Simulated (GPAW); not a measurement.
# An In chain with one Ag atom in line: transmission at several levels, part 2 of 2

How well does an In chain with one Ag atom in line conduct at low bias, and how far do basis and functional move the answer?

GPAW 26.7.0; GPAW LCAO, PAW setups; Landauer transmission from Green's functions with principal layers (ASE), zero bias.

So far, transmission at the Fermi level (one spin): step 2 (double-zeta polarised basis) 1.58; step 3 (basis szp(dzp)) 1.52; step 4 (basis sz(dzp)) 1.62.

### 5. RPBE in the dzp basis: xc = "RPBE"

Back in the dzp basis, the functional changes from PBE to RPBE, to set the spread between functionals beside that between bases.

The input, run.py:

```python
import json
import numpy as np
from ase import Atoms
from ase.transport.calculators import TransportCalculator
from gpaw import GPAW, FermiDirac
from gpaw.lcao.tools import get_lcao_hamiltonian
from scipy.linalg import eigh

# The junction with lead layers at both ends, along the third cell vector
device = Atoms(
    ['In', 'In', 'In', 'In', 'In', 'Ag', 'In', 'In', 'In', 'In', 'In'],
    positions=[
        [4.50000, 4.50000, 1.47500],
        [4.50000, 4.50000, 4.42500],
        [4.50000, 4.50000, 7.37500],
        [4.50000, 4.50000, 10.32500],
        [4.50000, 4.50000, 13.27500],
        [4.50000, 4.50000, 16.06650],
        [4.50000, 4.50000, 18.85800],
        [4.50000, 4.50000, 21.80800],
        [4.50000, 4.50000, 24.75800],
        [4.50000, 4.50000, 27.70800],
        [4.50000, 4.50000, 30.65800]],
    cell=[[9.0, 0.0, 0.0], [0.0, 9.0, 0.0], [0.0, 0.0, 32.133]],
    pbc=True)

# One principal layer of the lead: the first 3 atoms of the device
lead = Atoms(
    ['In', 'In', 'In'],
    positions=[
        [4.50000, 4.50000, 1.47500],
        [4.50000, 4.50000, 4.42500],
        [4.50000, 4.50000, 7.37500]],
    cell=[[9.0, 0.0, 0.0], [0.0, 9.0, 0.0], [0.0, 0.0, 8.85]],
    pbc=True)

settings = dict(mode='lcao', basis='dzp', xc='RPBE', h=0.2,
                occupations=FermiDirac(0.1), maxiter=250,
                mixer=dict(beta=0.1, nmaxold=8, weight=100.0),
                convergence=dict(density=0.0001))
energies = np.arange(-2, 2 + 1e-9, 0.05)
eta = 0.0001
n1, n2 = 1, 1
# k and -k transmit alike, so half of the mesh across the current serves
mesh = [(i, j) for i in range(n1) for j in range(n2) if (i, j) <= (-i % n1, -j % n2)]
weights = np.array([1 if (i, j) == (-i % n1, -j % n2) else 2 for i, j in mesh]) / (n1 * n2)

# [... helper functions left out ...]
fermi_lead = ground_state(lead, (1, 1, 13), 'lead.txt')
fermi_device = ground_state(device, (1, 1, 3), 'device.txt')
# [... loop over the mesh left out, but for ...]
        # Shift the lead onto the potential of the device's first layer
        shift = ((H[:, 0, 0] - H0[:, 0, 0]) / S0[0, 0]).real.mean()
# [...]
kT = 8.617333e-5 * 300
bias = [0.1, 0.2, 0.5, 1.0, 1.5, 2.0]
# [... integrals and printing left out ...]
```

Launch:

```bash
$ OMP_NUM_THREADS=1 OPENBLAS_NUM_THREADS=1 python run.py
```

Output:

```text
basis functions: device 257, principal layer 69
Fermi level: lead -2.0811 eV, device -2.0631 eV; lead shifted by -0.0102 eV
largest coupling past the next layer 1.88e-06 eV, largest misfit of the first layer 0.053 eV
  E-E_F (eV)   T (one spin)  [channel counts left out]
    -2.000    2.0745e-02
    -1.950    2.2952e-03
    -1.900    8.3425e-09
[...]
1.950    1.7946e+00
     2.000    1.7972e+00
conductance at 300 K: 1.5425 G0 a cell; thermopower -7.738 uV/K
current from the zero-bias T(E) at 0.1 V: 11.854 uA
current from the zero-bias T(E) at 0.2 V: 23.167 uA
current from the zero-bias T(E) at 0.5 V: 52.709 uA
current from the zero-bias T(E) at 1.0 V: 98.227 uA
current from the zero-bias T(E) at 1.5 V: 144 uA
current from the zero-bias T(E) at 2.0 V: 192.18 uA
```

The job ended after 46 s (1 thread of Arm Neoverse V2, shared host; peak memory 1.1 GiB).

Numbers from this step:

```
conductance                                    : 1.542 G₀
largest coupling past the next principal layer : 1.88e-6 eV
largest misfit of the first principal layer    : 0.05297 eV
shift that aligns the lead                     : -0.01020 eV
basis functions of the junction                : 257
basis functions of a principal layer           : 69
transmission at the Fermi level (one spin)     : 1.584
```

One spin. The transmission, zone mean by energy, zero at the Fermi level:

```
energy (eV)  transmission, zone mean
      -2.00                   0.0207
      -1.90                   8.3e-9
      -1.80                   2.1e-9
      -1.70                   2.0e-9
      -1.55                   6.9e-9
      -1.45                   5.3e-8
      -1.35                  0.00167
      -1.25                    0.784
      -1.15                    0.999
      -1.05                    0.967
      -0.90                    0.914
      -0.80                    0.891
      -0.70                    0.875
      -0.60                    0.865
      -0.50                    0.857
      -0.40                    0.852
      -0.25                    0.848
      -0.15                    0.966
      -0.05                     1.48
       0.00                     1.58
       0.05                     1.61
       0.15                     1.57
       0.25                     1.52
       0.40                     1.49
       0.50                     1.48
       0.60                     1.48
       0.70                     1.51
       0.80                     1.54
       0.90                     1.59
       1.05                     1.65
       1.15                     1.69
       1.25                     1.72
       1.35                     1.74
       1.45                     1.76
       1.55                     1.77
       1.70                     1.78
       1.80                     1.79
       1.90                     1.79
       2.00                     1.80
```

The conductance, 1.54 G₀, lies 0.3 % above that of the dzp run.

### 6. The ladder

Times are for 1 thread of Arm Neoverse V2, shared host. The series side by side:

```
no.       run  conductance (G₀)  time  memory (GiB)
  1       dzp             1.538  44 s           1.1
  2       szp             1.483  36 s           1.1
  3        sz             1.580  23 s             1
  4  dzp RPBE             1.542  46 s           1.1
```

### 7. The levels side by side

The curves are compared point by point over the common energies.

This step: comparison of transmission and cost over codes and levels (GPAW 26.7.0).

Ladder, by row:

```
    step  code  T at the Fermi level (sum over the listed spins)  conductance (G0)  r.m.s. T(E) from the first  wall time (s)  peak memory (GiB)  threads
     dzp  GPAW                                             1.578             1.538                           0          44.44               1.11        1
     szp  GPAW                                             1.523             1.483                     0.09266          36.42               1.09        1
      sz  GPAW                                             1.619              1.58                     0.06059          23.02                  1        1
dzp-RPBE  GPAW                                             1.584             1.542                     0.02093          46.31               1.11        1
```

Table of transmission, zone mean, sum over the listed spins by energy, zero at the Fermi level:

```
energy (eV)      dzp      szp      sz  dzp-RPBE
    -2.0000  0.00823   1.0e-9  0.0439    0.0207
    -1.7500   1.4e-9  5.5e-10  4.3e-9    1.9e-9
    -1.5000   1.4e-8   6.1e-9  1.2e-8    1.6e-8
    -1.2500    0.646   6.4e-6   0.146     0.784
    -1.0000    0.965    0.990   0.956     0.947
    -0.7500    0.902    0.923   0.883     0.883
    -0.5000    0.875    0.885   0.854     0.857
    -0.2500    0.864    0.865   0.845     0.848
     0.0000     1.58     1.52    1.62      1.58
     0.2500     1.53     1.47    1.54      1.52
     0.5000     1.47     1.41    1.49      1.48
     0.7500     1.52     1.46    1.53      1.52
     1.0000     1.62     1.55    1.62      1.63
     1.2500     1.70     1.63    1.70      1.72
     1.5000     1.74     1.67    1.73      1.76
     1.7500     1.76     1.68    1.73      1.78
     2.0000     1.77     1.69    1.71      1.80
```

### 8. Potential alignment off

Without the shift, lead and junction are matched by their Fermi levels alone.

This step: GPAW LCAO, PAW setups; Landauer transmission from Green's functions with principal layers (ASE), zero bias (GPAW 26.7.0).

run.py: that of step 5 with these lines changed.

```diff
@@ -36,3 +36,3 @@
 
-settings = dict(mode='lcao', basis='dzp', xc='RPBE', h=0.2,
+settings = dict(mode='lcao', basis='dzp', xc='PBE', h=0.2,
                 occupations=FermiDirac(0.1), maxiter=250,
@@ -51,4 +51,4 @@
 # [... loop over the mesh left out, but for ...]
-        # Shift the lead onto the potential of the device's first layer
-        shift = ((H[:, 0, 0] - H0[:, 0, 0]) / S0[0, 0]).real.mean()
+        # Lead and device are aligned by their Fermi levels alone
+        shift = 0.0
 # [...]
```

Output:

```text
basis functions: device 257, principal layer 69
Fermi level: lead -2.2014 eV, device -2.1850 eV; lead shifted by 0.0000 eV
largest coupling past the next layer 1.88e-06 eV, largest misfit of the first layer 0.043 eV
  E-E_F (eV)   T (one spin)  [channel counts left out]
    -2.000    1.0969e-02
    -1.950    2.2876e-08
    -1.900    3.9014e-09
    -1.850    2.0299e-09
    -1.800    1.5297e-09
    -1.750    1.4388e-09
    -1.700    1.6028e-09
    -1.650    2.0764e-09
    -1.600    3.1332e-09
    -1.550    5.6228e-09
    -1.500    1.2614e-08
    -1.450    3.9663e-08
    -1.400    2.4391e-07
    -1.350    5.5931e-05
    -1.300    3.8141e-06
    -1.250    5.2065e-01
[...]
1.650    1.7608e+00
     1.700    1.7639e+00
     1.750    1.7659e+00
     1.800    1.7672e+00
     1.850    1.7664e+00
     1.900    1.7684e+00
     1.950    1.7678e+00
     2.000    1.7670e+00
conductance at 300 K: 1.5218 G0 a cell; thermopower -8.886 uV/K
current from the zero-bias T(E) at 0.1 V: 11.716 uA
current from the zero-bias T(E) at 0.2 V: 23.01 uA
current from the zero-bias T(E) at 0.5 V: 52.915 uA
current from the zero-bias T(E) at 1.0 V: 97.856 uA
current from the zero-bias T(E) at 1.5 V: 143.9 uA
current from the zero-bias T(E) at 2.0 V: 192.37 uA
```

Wall time 45 s (1 thread); peak memory 1.1 GiB.

Numbers from this step:

| Quantity | Value |
| --- | --- |
| conductance | 1.522 G₀ |
| largest misfit of the first principal layer | 0.04349 eV |
| shift that aligns the lead | 0 eV |
| transmission at the Fermi level (one spin) | 1.555 |

One spin. The transmission, zone mean by energy, zero at the Fermi level:

```
energy (eV)  transmission, zone mean
      -2.00                   0.0110
      -1.85                   2.0e-9
      -1.70                   1.6e-9
      -1.60                   3.1e-9
      -1.45                   4.0e-8
      -1.30                   3.8e-6
      -1.15                    0.993
      -1.05                    0.983
      -0.90                    0.932
      -0.75                    0.899
      -0.60                    0.880
      -0.50                    0.872
      -0.35                    0.865
      -0.20                    0.861
      -0.05                     1.43
       0.00                     1.55
       0.05                     1.61
       0.10                     1.62
       0.20                     1.56
       0.35                     1.30
       0.50                     1.47
       0.60                     1.48
       0.75                     1.53
       0.90                     1.58
       1.05                     1.64
       1.15                     1.67
       1.30                     1.71
       1.45                     1.74
       1.60                     1.76
       1.70                     1.76
       1.85                     1.77
       2.00                     1.77
```

Not self-consistent under bias; the bias window is split evenly. The current through one cell, from the zero-bias transmission by bias:

```
bias (V)  current through one cell, from the zero-bias transmission (μA)
   0.100                                                            11.7
   0.200                                                            23.0
   0.500                                                            52.9
   1.000                                                            97.9
   1.500                                                             144
   2.000                                                             192
```

Table of transmission of the three most open eigenchannels by energy, zero at the Fermi level:

```
energy (eV)  channel 1  channel 2 = channel 3
      -2.00     0.0110                      0
      -1.90     3.9e-9                      0
      -1.80     1.5e-9                      0
      -1.70     1.6e-9                      0
      -1.55     5.6e-9                      0
      -1.45     4.0e-8                      0
      -1.35     5.6e-5                      0
      -1.25      0.521                      0
      -1.15      0.993                      0
      -1.05      0.983                      0
      -0.90      0.932                      0
      -0.80      0.908                      0
      -0.70      0.892                      0
      -0.60      0.880                      0
      -0.50      0.872                      0
      -0.40      0.867                      0
      -0.25      0.862                1.4e-11
      -0.15      0.860                 0.0768
      -0.05      0.859                  0.287
       0.00      0.859                  0.348
       0.05      0.858                  0.376
       0.15      0.858                  0.369
       0.25      0.858                  0.336
       0.40      0.859                  0.309
       0.50      0.859                  0.304
       0.60      0.860                  0.311
       0.70      0.861                  0.325
       0.80      0.863                  0.341
       0.90      0.864                  0.359
       1.05      0.867                  0.385
       1.15      0.869                  0.400
       1.25      0.871                  0.412
       1.35      0.874                  0.423
       1.45      0.876                  0.431
       1.55      0.879                  0.436
       1.70      0.884                  0.440
       1.80      0.888                  0.440
       1.90      0.891                  0.439
       2.00      0.895                  0.436
```

The conductance, 1.52 G₀, lies 1.0 % below that of the dzp run.

### 9. Grid spacing 0.25

The real-space grid carries density and potential; a coarse one breaks translation symmetry along the lead and scatters electrons that should pass.

run.py: that of step 8 with these lines changed.

```diff
@@ -36,3 +36,3 @@
 
-settings = dict(mode='lcao', basis='dzp', xc='PBE', h=0.2,
+settings = dict(mode='lcao', basis='dzp', xc='PBE', h=0.25,
                 occupations=FermiDirac(0.1), maxiter=250,
@@ -51,4 +51,4 @@
 # [... loop over the mesh left out, but for ...]
-        # Lead and device are aligned by their Fermi levels alone
-        shift = 0.0
+        # Shift the lead onto the potential of the device's first layer
+        shift = ((H[:, 0, 0] - H0[:, 0, 0]) / S0[0, 0]).real.mean()
 # [...]
```

Output:

```text
basis functions: device 257, principal layer 69
Fermi level: lead -2.2012 eV, device -2.1851 eV; lead shifted by -0.0088 eV
largest coupling past the next layer 1.88e-06 eV, largest misfit of the first layer 0.054 eV
  E-E_F (eV)   T (one spin)  [channel counts left out]
    -2.000    7.7691e-03
    -1.950    1.2632e-08
    -1.900    3.2341e-09
    -1.850    1.8435e-09
    -1.800    1.4521e-09
    -1.750    1.4048e-09
    -1.700    1.5980e-09
    -1.650    2.1070e-09
    -1.600    3.2336e-09
    -1.550    5.9123e-09
    -1.500    1.3590e-08
    -1.450    4.4459e-08
    -1.400    3.0022e-07
    -1.350    7.0236e-04
    -1.300    4.6904e-06
    -1.250    6.2926e-01
[...]
1.650    1.7560e+00
     1.700    1.7586e+00
     1.750    1.7609e+00
     1.800    1.7632e+00
     1.850    1.7653e+00
     1.900    1.7673e+00
     1.950    1.7691e+00
     2.000    1.7706e+00
conductance at 300 K: 1.5432 G0 a cell; thermopower -7.603 uV/K
current from the zero-bias T(E) at 0.1 V: 11.861 uA
current from the zero-bias T(E) at 0.2 V: 23.195 uA
current from the zero-bias T(E) at 0.5 V: 52.891 uA
current from the zero-bias T(E) at 1.0 V: 98.642 uA
current from the zero-bias T(E) at 1.5 V: 144.73 uA
current from the zero-bias T(E) at 2.0 V: 193.15 uA
```

The job ended after 31 s (1 thread; peak memory 0.67 GiB).

The run finished with changed settings (h = 0.25); it serves as a test.

Side by side:

```
                                           quantity    this run   sound run  difference
                                   conductance (G₀)      1.5432      1.5376     0.00558
largest coupling past the next principal layer (eV)    1.883e-6    1.883e-6    -4.2e-11
   largest misfit of the first principal layer (eV)    0.053580    0.052852      7.3e-4
                    shift that aligns the lead (eV)  -0.0088459  -0.0093072      4.6e-4
         transmission at the Fermi level (one spin)      1.5842      1.5781     0.00604
```

### 10. Summary of results

- conductance: 1.54 G₀
- transmission at the Fermi level, mean of the spins: 1.58

In the dzp basis the junction conducts 1.54 G₀ at 300 K, with T = 1.58 a spin at the Fermi level; the sz basis reaches that conductance within 10 %. At the Fermi level the three most open eigenchannels pass 0.86, 0.36 and 0.36. Measured against the first run (dzp), the nearest curve is that of dzp-RPBE (r.m.s. 0.021) and the farthest that of szp (0.093). Over the compared runs wall time goes from 23 s (sz) to 46 s (dzp-RPBE), on a shared host. The geometry was built from estimated bond lengths and not relaxed, so the numbers describe this model structure. The run had no spin polarisation, so a magnetic state, which chains and small molecules with open shells often have, wasn't tested. Spin-orbit coupling is left out, which matters for the heavy atoms here. An evenly spaced straight chain is an idealisation: free chains tend to dimerise, zigzag or, where a band edge lies near the Fermi level, turn magnetic. The currents use the zero-bias T(E) throughout, which holds only while the bias is small against the distance to the nearest feature. The thermopower isn't quoted: it samples T(E) farther from the Fermi level than the conductance does, and the energy grid wasn't tested for it.

[Logs are printed without paths, hosts, clocks, repeated set-up lines and the standing remarks that a program may print on its own settings, such as how far it seeks lower states.]

[Hosts, paths, dates, database ids (printed as entryN), source tags and the programs' standing remarks are cut or masked in the printed files.]
